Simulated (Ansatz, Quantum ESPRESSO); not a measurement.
# VSi3 (Pm-3m): zone-centre phonons, part 3 of 3

Aim: the zone-centre modes of VSi3 (Pm-3m).

Quantum ESPRESSO 7.5; DFT LDA, scalar-relativistic, plane waves, GBRV ultrasoft pseudopotentials.

So far. Step 5 (Zone-centre response): The acoustic modes at Γ come out as far as 5.3 cm⁻¹ from zero, where they should vanish, a small numerical error. Step 6 (Modes with the sum rule): The rule moves no optical mode by more than 0.3 cm⁻¹.

The structure was built from a prototype and need not be the compound's stable phase.

**8. The same in Ansatz**

The same cell goes through another code, with its own cutoff. It uses its own PAW datasets, so the potentials differ. Its k mesh is centred on Γ.

This step: DFT LDA, scalar-relativistic, plane waves, PAW (Ansatz 0.2.0).

input.yaml

```yaml
crystal:
  lattice:
    - [3.6931553716, 0.0, 0.0]
    - [0.0, 3.6931553716, 0.0]
    - [0.0, 0.0, 3.6931553716]
  atoms:
    - { symbol: V, position: [0.0, 0.0, 0.0] }
    - { symbol: Si, position: [0.0, 0.5, 0.5] }
    - { symbol: Si, position: [0.5, 0.0, 0.5] }
    - { symbol: Si, position: [0.5, 0.5, 0.0] }
kpoints:
  mp_grid: { grid: [8, 8, 8] }
hamiltonian:
  xc: lda
scf:
  occupations: { method: cold, width: 0.27211 }
output:
  eigenvalues: true
phonons:
  method: dfpt
```

Run with:

```bash
$ ansatz run input.yaml --threads 4 --pin off --max-ram 8192MiB --backend cpu --events-out ev --progress --plain --runs-dir out
```

Numbers of over 12 decimals in the logs are rounded to 6 here.

What it wrote:

```text
zone centre: on kpoints.mp_grid the ground state, and the responses unless they are solved on pairs of k-points, stand on 125 of the mesh's 512 k-points, reduced under 8 symmetry operations, with k and −k counted as one. Each operation leaves every solved displacement unchanged or reverses it
Engine: ansatz 0.2.0, aarch64-unknown-linux-gnu
Pseudopotentials: kind: paw
Pseudopotential: V, paw, valence charge 13, recommended cutoff 420 eV (normal), V.paw.azcp
Pseudopotential: Si, paw, valence charge 4, recommended cutoff 420 eV (normal), Si.paw.azcp
Functional definition: SPW92
  exchange = slater_x
  correlation = pw_c
Crystal: 4 atoms, lattice volume = 50.372 Å³
Basis set: ecut = 420 eV, 1021 PW (Γ), exchange–correlation on 50×50×50 points (8 copies of the dense FFT grid, shifted against one another)
Bands: 17, of which v1, the nominal top of the filled ones, is band 13 counted from 1 (12 counted from 0)
Symmetry: 48 space group operations
k-points: 125 of 512 (irreducible under 8 space group operations)
Non-local potential: V, projectors of the file, l = 0: 3, l = 1: 2, l = 2: 3, l = 3: 1
Non-local potential: Si, projectors of the file, l = 0: 2, l = 1: 2, l = 2: 2
PAW form: soft (Blöchl's): semilocal exchange-correlation on the pseudo side does not see the compensation charge
PAW frozen core: V, regenerated for the run's functional, and the local potential with it (the file was generated under x = pbe(κ = 0.804, μ = 0.219515), c = pbe(β = 0.066725))
PAW frozen core: Si, regenerated for the run's functional, and the local potential with it (the file was generated under x = pbe(κ = 0.804, μ = 0.219515), c = pbe(β = 0.066725))
PAW one-centre angular grid: V, 590 points (default); XC on 64 Gauss nodes
PAW one-centre angular grid: Si, 110 points (default); XC on 64 Gauss nodes
Initial density: superposition of atomic densities (neutral atoms: chi_scale 0, normalization atom), corrected by the library's trained network
Initial wavefunctions: pseudopotential atomic-orbital guess
Functional: x = slater, c = lda
SCF iter   1: F=—  HF=-4685.882507 eV  |F-HF|=—  |Δ(HF+E_count)|=         —  Δρ=1.41e-2  dr2=1.02e-1  ethr=1.77e-3  ⟨swp⟩=5.1  Hψ=10566  notcnv=0
preconditioner: auto → Kerker (q_TF=auto, 2.428 Å⁻¹)  [metal: Δε(μ)=0.037 eV  Ē_g=6.846 eV  σ=0.272 eV  W_gap=0.10  n_scr=18 (ndim 8)  ℏωp=21.6 eV  f_vac=0.000  D(μ)=4.09/eV (n_scr^D=56)]
SCF iter   2: F=—  HF=-4685.873428 eV  |F-HF|=—  |Δ(HF+E_count)|=   9.08e-3  S|Δr|=    0.00e0  Δρ=5.91e-3  dr2=1.72e-2  ethr=4.07e-4  ⟨swp⟩=1.0  Hψ=3125  notcnv=0
SCF iter   3: F=—  HF=-4685.871729 eV  |F-HF|=—  |Δ(HF+E_count)|=   1.70e-3  S|Δr|=    0.00e0  Δρ=6.84e-4  dr2=1.57e-4  ethr=6.88e-5  ⟨swp⟩=1.9  Hψ=2467  notcnv=0
SCF iter   4: F=—  HF=-4685.871698 eV  |F-HF|=—  |Δ(HF+E_count)|=   3.10e-5  S|Δr|=    0.00e0  Δρ=1.58e-4  dr2=1.42e-5  ethr=6.29e-7  ⟨swp⟩=2.4  Hψ=3116  notcnv=0
SCF iter   5: F=—  HF=-4685.871703 eV  |F-HF|=—  |Δ(HF+E_count)|=   4.69e-6  S|Δr|=    0.00e0  Δρ=1.11e-5  dr2=5.18e-8  ethr=5.66e-8  ⟨swp⟩=1.4  Hψ=2285  notcnv=0
SCF iter   6: F=—  HF=-4685.871694 eV  |F-HF|=—  |Δ(HF+E_count)|=   8.56e-6  S|Δr|=    0.00e0  Δρ=6.41e-6  dr2=2.65e-8  ethr=2.07e-10  ⟨swp⟩=2.0  Hψ=3752  notcnv=0
SCF iter   7: F=—  HF=-4685.871694 eV  |F-HF|=—  |Δ(HF+E_count)|=   2.52e-9  S|Δr|=    0.00e0  Δρ=7.34e-7  dr2=2.19e-10  ethr=1.06e-10  ⟨swp⟩=1.6  Hψ=2344  notcnv=0
SCF iter   8: F=-4685.871694 eV  HF=-4685.871694 eV  |F-HF|=9.09e-13  |Δ(HF+E_count)|=  3.37e-11  S|Δr|=    0.00e0  Δρ=9.22e-8  dr2=3.13e-12  ethr=1.00e-12  ⟨swp⟩=5.4  Hψ=8713  notcnv=0
the search or the solves at the SCF's close seem to have found levels that the self-consistency loop had missed (the run counts 3). By its estimate they hold under 1e-12 electrons; where the run keeps them, the occupations were computed again with them
SCF 1 converged in 8 iterations: F = -4685.871694 eV  dr2 = 3.13e-12
  greatest PAW one-centre occupation: 1.000 electrons in one spin orbital (limit 2), on the V atom at site 0 (counted from 0), in its partial waves of l = 0
DFPT response loops at Γ: preconditioner auto → Kerker (q_TF=auto, 2.428 Å⁻¹) (partly filled bands, converged f_vac=0.000); β = 1.00, the filter's whole step (`scf.mixing.beta` (0.50) is not read by the response loops under this deck's `scf.mixing.preconditioner`; to damp them name `kerker` or `kerker_dos`, under which they read `scf.mixing.beta`, and type it under 1.00, their step now; both keys bind the ground state too); Broyden in place of MSR1
SCF converged after 8 iterations
Stability not checked: this state was not tested for a lower state beside it, because cold or Methfessel-Paxton smearing, or corrected tetrahedra, fill the levels in a way that the test cannot read (fill_not_monotonic; see scf.lower_state_search)
Free energy (F): -4685.871694 eV
Harris-Foulkes:  -4685.871694 eV  (|F-HF|=9.09e-13)
Internal energy: -4685.836923 eV  (E = F + TS)
E sigma→0 (E₀):  -4685.860104 eV
Entropy (-TS):   -0.034771 eV (-8.693 meV/atom)
Fermi energy:    14.195553 eV
--- Per-component energies (eV) ---
  E_band       = -90.883046
  E_kinetic    = 471.983914
  E_local      = -1348.463766  (includes V_loc(G=0)·N_el)
  E_nonlocal   = 40.168792
  E_hartree    = 634.947425
  E_xc         = -300.238494
  E_vxc        = -314.751436  (∫ρ·V_xc dr)
  E_paw        = -2521.200560  (= ΣΔE_a)
  E_vpaw       = -209.715645  (= ΣTr[D̂ρ^β])
  E_aug_tail   = 0.000279  (compensation charges beyond the density's cutoff)
  E_ewald      = -1663.633654
  E_core_change = 0.599142  (= ΣΔE_core)
  E_smearing   = -0.034771  (= −TS)
  E_closure    = -0.000000  (closes the sum)
  Σ components = -4685.871694   (vs F -4685.871694, Δ=0.00e0)
--- Band table (eV; the first three rows and the last of 125) ---
  k-point 0: bands = [... 9 lower, 9.3682, 13.3137, 13.3137, 13.3137, 13.7856, 16.4155, 16.4155, 17.6326]
  k-point 1: bands = [... 9 lower, 10.4000, 13.2088, 13.2088, 13.3573, 14.3843, 15.4468, 16.6502, 17.6658]
  k-point 2: bands = [... 9 lower, 11.4676, 13.0186, 13.0186, 13.4668, 13.9730, 15.1699, 17.1132, 17.1132]
  k-point 124: bands = [... 9 lower, 8.2369, 8.2369, 13.5913, 14.5490, 14.5490, 15.8830, 15.8830, 15.8830]
--- Phonons (Γ-DFPT): 3 representative perturbations + reference, on 125 of 512 k-points (Σ response iterations 9) ---
  k mesh reduced under 8 symmetry operations, with k and −k counted as one. Each operation leaves every solved displacement unchanged or reverses it
  ASR residual: 2.403e-5 → 0.000e0 eV/Å²; symmetrization residual: 7.234e-7 eV/Å²
  ASR residual per site (eV/Å²): 2.40e-5 9.01e-6 9.01e-6 9.01e-6
  Γ frequencies (cm⁻¹): 0.00 0.00 0.00 56.89 56.89 56.89 226.99 226.99 226.99 301.66 301.66 301.66
  non-analytic LO–TO correction: not included (Born effective charges unavailable; polar crystals: no LO–TO splitting at Γ)
```

Wall time 12 s (4 threads of Arm Neoverse V1, shared host); peak memory 0.69 GiB.

Numbers from this step:

- sum-rule residual before enforcement: 2.40e-5 eV/Å²
- highest optical zone-centre mode (no LO-TO term): 301.7 cm⁻¹
- lowest optical zone-centre mode: 56.89 cm⁻¹

**9. The two compared: QE GBRV and Ansatz, PAW**

Worked out from the results:

```yaml
root_mean_square_difference: 0.44 cm⁻¹
largest_difference: 0.53 cm⁻¹
```

Frequencies side by side, by row:

```
q (reciprocal lattice)  mode  QE GBRV (cm⁻¹)  Ansatz, PAW (cm⁻¹)
                 0 0 0     1               0                   0
                 0 0 0     2               0                   0
                 0 0 0     3               0                   0
                 0 0 0     4           57.39               56.89
                 0 0 0     5           57.39               56.89
                 0 0 0     6           57.39               56.89
                 0 0 0     7           227.2                 227
                 0 0 0     8           227.2                 227
                 0 0 0     9           227.2                 227
                 0 0 0    10           302.2               301.7
                 0 0 0    11           302.2               301.7
                 0 0 0    12           302.2               301.7
```

At the zone centre the largest difference (acoustic modes at Γ apart) is 0.2 % of the highest mode.

**10. Results**

```
space group after relaxation                                           : Pm-3m
volume per atom                                                        : 12.6 Å³
highest optical zone-centre mode (no LO-TO term)                       : 302.2 cm⁻¹
lowest optical zone-centre mode                                        : 57.4 cm⁻¹
imaginary optical modes at the zone centre (no q mesh in this session) : none
largest difference from Ansatz, PAW                                    : 0.53 cm⁻¹
```

At the LDA level the optical modes of VSi3 (Pm-3m) at the zone centre run from 57 to 302 cm⁻¹. Of the 9 optical modes, 6 are infrared active alone and 3 are silent. QE GBRV and Ansatz, PAW agree to 0.53 cm⁻¹ (0.2 % of the highest mode compared) on all solved modes but the acoustic ones at Γ, without the LO-TO term. These are harmonic frequencies at zero temperature: anharmonic shifts and linewidths and thermal expansion are left out. In a metal the frequencies hang on the k mesh and the smearing, most of all near Kohn anomalies. The runs are without spin polarisation, although the cell has an odd electron count or an open d or f shell, so a magnetic state was not tested. The LDA runs differ in the fit of the correlation energy, Perdew-Zunger in some and Perdew-Wang in others. The structure is a hypothetical one, built on a prototype.

[Host names and launcher messages were left out of these logs when they were recorded.]

[Logs are printed without paths, hosts, clocks, repeated set-up lines and the standing remarks that a program may print on its own settings, such as how far it seeks lower states.]

[Hosts, paths, dates, database ids (printed as entryN), source tags and the programs' standing remarks are cut or masked in the printed files.]
